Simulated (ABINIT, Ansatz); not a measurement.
# How the form of the self-energy moves the gap of YScB2O6 (R-3)

How much does the gap of YScB2O6 (R-3) depend on the approximation to the self-energy?

Main program and level: ABINIT 10.8.3; LDA and many-body steps on it, plane waves.

Most raw output is cut from this account.

### 1. The starting structure

Symmetry: R-3, No. 148, trigonal system. Conventional cell: a = 4.911 Å, b = 4.911 Å, c = 16.119 Å, α = 90.00°, β = 90.00°, γ = 120.00°. Y has 6 O at 2.32 Å nearest. Nearest to Sc lie 6 O at 2.14 Å. Nearest to B lie 3 O at 1.39 Å. Nearest to O lie 1 B at 1.39 Å and 1 Sc at 2.14 Å and 1 Y at 2.32 Å. Farther neighbours and most contacts between anions are not listed.

The cell and positions are those that the Materials Project relaxed with its own functionals (PBE, PBE+U or r2SCAN), kept fixed.

### 2. Empty states on the mesh, 2×2×2 mesh, 234 bands

This step: ABINIT 10.8.3; DFT, LDA, plane waves, norm-conserving pseudopotentials.

The sums over transitions need many empty states on a uniform mesh; this step solves for them.

run.abi

```
acell 3*1.0 Angstrom
rprim 
  2.455259121368 1.417544514628 5.373024847406
  -2.455259121368 1.417544514628 5.373024847406
  0.000000000000 -2.835089029328 5.373024847387
ntypat 4
znucl 39 21 5 8
natom 10
typat 1 2 3 3 4 4 4 4 4 4
xred 
  0.500000000000 0.500000000000 0.500000000000
  0.000000000000 0.000000000000 0.000000000000
  0.255007000000 0.255007000000 0.255007000000
  0.744993000000 0.744993000000 0.744993000000
  0.233543000000 0.545880000000 0.981547000000
  0.981547000000 0.233543000000 0.545880000000
  0.545880000000 0.981547000000 0.233543000000
  0.018453000000 0.766457000000 0.454120000000
  0.454120000000 0.018453000000 0.766457000000
  0.766457000000 0.454120000000 0.018453000000
pp_dirpath "pseudos"
pseudos "Y.upf, Sc.upf, B.upf, O.upf"
ecut 36
ngkpt 2 2 2
nshiftk 1
shiftk 0 0 0
kptopt 1
chksymbreak 0
iscf -2
irdden 1
istwfk *1
nband 234
nbdbuf 20
tolwfr 1e-09
nstep 60
prtvol 0
indata_prefix "in"
outdata_prefix "out"
tmpdata_prefix "tmp"
```

The run is started by

```console
OMP_NUM_THREADS=1 mpirun -n 4 abinit run.abi > log
```

Wall time 2 min (4 MPI ranks of Arm Neoverse V1, shared host); peak memory 0.56 GiB; 7.8 min of CPU time.

Numbers from this step:

- gap: 4.393 eV
- k of the valence top: 0.5, 0.5, 0
- k of the conduction bottom: 0.5, 0.5, 0
- least direct gap: 4.393 eV
- k points computed: 4
- lowest point of the top converged band, above the valence top: 70.1006 eV

On this mesh the gap is 4.393 eV.

The density comes from a self-consistent run that is not shown.

### 3. Screening, 2×2×2 mesh, 106 bands, screening to 114.3 eV

The RPA dielectric matrix is built and inverted for each q.

This step: RPA screening on LDA, plane waves, norm-conserving pseudopotentials.

run.abi: that of step 2 with these lines changed.

```diff
@@ -28,10 +28,11 @@
 chksymbreak 0
-iscf -2
-irdden 1
 istwfk *1
-nband 234
-nbdbuf 20
-tolwfr 1e-09
-nstep 60
-prtvol 0
+occopt 1
+irdwfk 1
+optdriver 3
+nband 106
+ecuteps 4.2
+inclvkb 2
+awtr 1
+symchi 1
 indata_prefix "in"
```

Elapsed: 46 s, on 4 MPI ranks; peak memory 1.8 GiB; 3 min of CPU time.

Numbers from this step:

* ε∞ with local fields, on this mesh, along the program's q direction: 3.510
* the same without local fields: 3.774
* plasma frequency: 28.04 eV
* plane waves in the screening matrix: 309

Local fields lower ε∞ by 7 %. On a Γ-centred mesh this coarse the value itself is usually too large, while a short band sum pulls it down.

### 4. G0W0, Godby-Needs plasmon pole

The self-energy is evaluated for the states that the input lists, and the levels follow from it, in one-shot runs by the linearised quasiparticle equation.

This step: G0W0 on LDA, plane waves, norm-conserving pseudopotentials.

run.abi: that of step 3 with these lines changed.

```diff
@@ -31,8 +31,17 @@
 irdwfk 1
-optdriver 3
+optdriver 4
 nband 106
+gwcalctyp 0
+ecutsigx 36
+symsigma 1
+nkptgw 2
+kptgw 
+  0.5000000000 0.5000000000 0.0000000000
+  0.0000000000 0.0000000000 0.0000000000
+bdgw 
+  31 34
+  31 34
 ecuteps 4.2
-inclvkb 2
-awtr 1
-symchi 1
+irdscr 1
+ppmodel 1
 indata_prefix "in"
```

Run time: 13 s. Hardware: 4 MPI ranks; peak memory 1.2 GiB; 50 s of CPU time.

Numbers from this step:

```yaml
g0w0_gap_on_the_points_computed: 7.537 eV
starting_gap_on_the_mesh: 4.393 eV
k_of_the_valence_top: 0.5, 0.5, 0
k_of_the_conduction_bottom: 0.5, 0.5, 0
z_at_the_valence_top: 0.802
z_at_the_conduction_bottom: 0.827
least_direct_g0w0_gap_on_the_computed_points: 7.537 eV
```

The gap on the mesh goes from 4.39 eV to 7.54 eV, a correction of +3.14 eV.

### 5. G0W0, Hybertsen-Louie plasmon pole

run.abi: that of step 4 with these lines changed.

```diff
@@ -45,3 +45,3 @@
 irdscr 1
-ppmodel 1
+ppmodel 2
 indata_prefix "in"
```

It took 13 s on 4 MPI ranks; peak memory 1.1 GiB; 50 s of CPU time.

This step gave:

```yaml
g0w0_gap_on_the_points_computed: 8.142 eV
starting_gap_on_the_mesh: 4.393 eV
k_of_the_valence_top: 0.5, 0.5, 0
k_of_the_conduction_bottom: 0.5, 0.5, 0
z_at_the_valence_top: 0.865
z_at_the_conduction_bottom: 0.882
least_direct_g0w0_gap_on_the_computed_points: 8.142 eV
```

Against G0W0 in ABINIT (2×2×2 mesh, 106 bands, screening to 114.3 eV, Godby-Needs plasmon pole), the gap moves by +0.605 eV.

### 6. G0W0, Engel-Farid plasmon pole

run.abi: that of step 5 with these lines changed.

```diff
@@ -45,3 +45,3 @@
 irdscr 1
-ppmodel 2
+ppmodel 4
 indata_prefix "in"
```

The job ended after 9.1 s (4 MPI ranks; peak memory 1.2 GiB; 36 s of CPU time).

This step gave:

* G0W0 gap on the points computed: 7.635 eV
* starting gap on the mesh: 4.393 eV
* k of the valence top: 0.5, 0.5, 0
* k of the conduction bottom: 0.5, 0.5, 0
* least direct G0W0 gap on the computed points: 7.635 eV

Against G0W0 in ABINIT (2×2×2 mesh, 106 bands, screening to 114.3 eV, Godby-Needs plasmon pole), the gap moves by +0.098 eV.

### 7. One-shot Hartree-Fock

This step: one-shot Hartree-Fock on LDA, plane waves, norm-conserving pseudopotentials.

run.abi: that of step 6 with these lines changed.

```diff
@@ -32,4 +32,4 @@
 optdriver 4
-nband 106
-gwcalctyp 0
+nband 36
+gwcalctyp 5
 ecutsigx 36
@@ -43,5 +43,4 @@
   31 34
-ecuteps 4.2
-irdscr 1
-ppmodel 4
+ixc_sigma 40
+fftgw 31
 indata_prefix "in"
```

Run time: 6.8 s. Hardware: 4 MPI ranks; peak memory 1.1 GiB; 27 s of CPU time.

This step gave:

```yaml
quasiparticle_gap_on_the_points_computed: 17.18 eV
starting_gap_on_the_mesh: 4.393 eV
k_of_the_valence_top: 0.5, 0.5, 0
k_of_the_conduction_bottom: 0.5, 0.5, 0
least_direct_quasiparticle_gap_on_the_computed_points: 17.18 eV
```

Against G0W0 in ABINIT (2×2×2 mesh, 106 bands, screening to 114.3 eV, Godby-Needs plasmon pole), the gap moves by +9.648 eV.

### 8. Screening, 2×2×2 mesh, 106 bands, screening to 114.3 eV

This step: RPA screening on LDA, plane waves, norm-conserving pseudopotentials.

run.abi: that of step 7 with these lines changed.

```diff
@@ -31,16 +31,14 @@
 irdwfk 1
-optdriver 4
-nband 36
-gwcalctyp 5
-ecutsigx 36
-symsigma 1
-nkptgw 2
-kptgw 
-  0.5000000000 0.5000000000 0.0000000000
-  0.0000000000 0.0000000000 0.0000000000
-bdgw 
-  31 34
-  31 34
-ixc_sigma 40
-fftgw 31
+optdriver 3
+nband 106
+ecuteps 4.2
+inclvkb 2
+awtr 1
+symchi 1
+gwcalctyp 2
+nfreqre 16
+freqremax 40 eV
+nfreqim 8
+spmeth 1
+nomegasf 120
 indata_prefix "in"
```

It took 52 s on 4 MPI ranks; peak memory 2.4 GiB.

Numbers from this step:

```
ε∞ with local fields, on this mesh, along the program's q direction : 3.518
the same without local fields                                       : 3.782
plasma frequency                                                    : 28.04 eV
plane waves in the screening matrix                                 : 309
```

### 9. G0W0, contour deformation

This step: G0W0 on LDA, plane waves, norm-conserving pseudopotentials.

run.abi: that of step 8 with these lines changed.

```diff
@@ -31,14 +31,16 @@
 irdwfk 1
-optdriver 3
+optdriver 4
 nband 106
+gwcalctyp 2
+ecutsigx 36
+symsigma 1
+nkptgw 2
+kptgw 
+  0.5000000000 0.5000000000 0.0000000000
+  0.0000000000 0.0000000000 0.0000000000
+bdgw 
+  31 34
+  31 34
 ecuteps 4.2
-inclvkb 2
-awtr 1
-symchi 1
-gwcalctyp 2
-nfreqre 16
-freqremax 40 eV
-nfreqim 8
-spmeth 1
-nomegasf 120
+irdscr 1
 indata_prefix "in"
```

Wall time 10 s (4 MPI ranks); peak memory 1.4 GiB.

Numbers from this step:

```
G0W0 gap on the points computed              : 7.487 eV
starting gap on the mesh                     : 4.393 eV
k of the valence top                         : 0.5, 0.5, 0
k of the conduction bottom                   : 0.5, 0.5, 0
least direct G0W0 gap on the computed points : 7.487 eV
```

Against G0W0 in ABINIT (2×2×2 mesh, 106 bands, screening to 114.3 eV, Godby-Needs plasmon pole), the gap moves by −0.050 eV.

### 10. Side by side

Times are wall times on 4 MPI ranks of Arm Neoverse V1, shared host, good to a factor of about two. A run's time includes the screening step that it read.

```csv
run,mesh,bands,screening cutoff (eV),DFT gap (eV),gap on the mesh (eV),direct (eV),ε∞ used,time
"G0W0, Godby-Needs plasmon pole",2×2×2,106,114.3,4.393,7.537,7.537,3.51,58 s
"G0W0, Hybertsen-Louie plasmon pole",2×2×2,106,114.3,4.393,8.142,8.142,3.51,58 s
"G0W0, Engel-Farid plasmon pole",2×2×2,106,114.3,4.393,7.635,7.635,3.51,55 s
one-shot Hartree-Fock,2×2×2,-,-,4.393,17.185,17.185,-,6.8 s
"G0W0, contour deformation",2×2×2,106,114.3,4.393,7.487,7.487,3.52,62 s
```

### 11. Summary of results

| Quantity | Value |
| --- | --- |
| G0W0, Godby-Needs plasmon pole | 7.537 eV |
| G0W0, Hybertsen-Louie plasmon pole | 8.142 eV |
| G0W0, Engel-Farid plasmon pole | 7.635 eV |
| one-shot Hartree-Fock | 17.185 eV |
| G0W0, contour deformation | 7.487 eV |
| known limits | not at the basis limit; no spin-orbit coupling; coarse k mesh |

What this shows: G0W0, Hybertsen-Louie plasmon pole: +0.605 eV against G0W0, Godby-Needs plasmon pole. G0W0, Engel-Farid plasmon pole: +0.098 eV against G0W0, Godby-Needs plasmon pole. One-shot Hartree-Fock: +9.648 eV against G0W0, Godby-Needs plasmon pole. G0W0, contour deformation: −0.050 eV against G0W0, Godby-Needs plasmon pole. Bare exchange alone opens the gap to 17.18 eV; against G0W0, correlation takes back 9.65 eV. Bands and cutoff are finite, so the gap is not at the basis limit. The miss can reach some tenths of an eV and take either sign; the mesh is an error of its own. In the G0W0 runs levels were corrected at 2 k points alone, so a gap called «on the mesh» is the least over those, and an edge elsewhere would be missed. The 2×2×2 mesh is coarse for this cell, which bears on the long-range parts of exchange and screening. The many-body steps are scalar-relativistic: spin-orbit coupling is not in them.

[Paths, hosts, dates, memory and timing lines, banners, echoed tables and standing remarks are left out of the program output.]

[Logs are printed without paths, hosts, clocks, repeated set-up lines and the standing remarks that a program may print on its own settings, such as how far it seeks lower states.]

[Runs of the session that timed out or met a known fault of the program may be left out.]

[Hosts, paths, dates, database ids (printed as entryN), source tags and the programs' standing remarks are cut or masked in the printed files.]

[G0W0 gaps are taken among the corrected bands and points alone; a level outside them can change the order at an edge.]

[Where Ansatz stands beside ABINIT at settings called matched, ABINIT's density can come from a denser mesh and the files from another edition; pairs whose starting gaps differed by over 0.03 eV were left out, so agreement reads better than it is.]
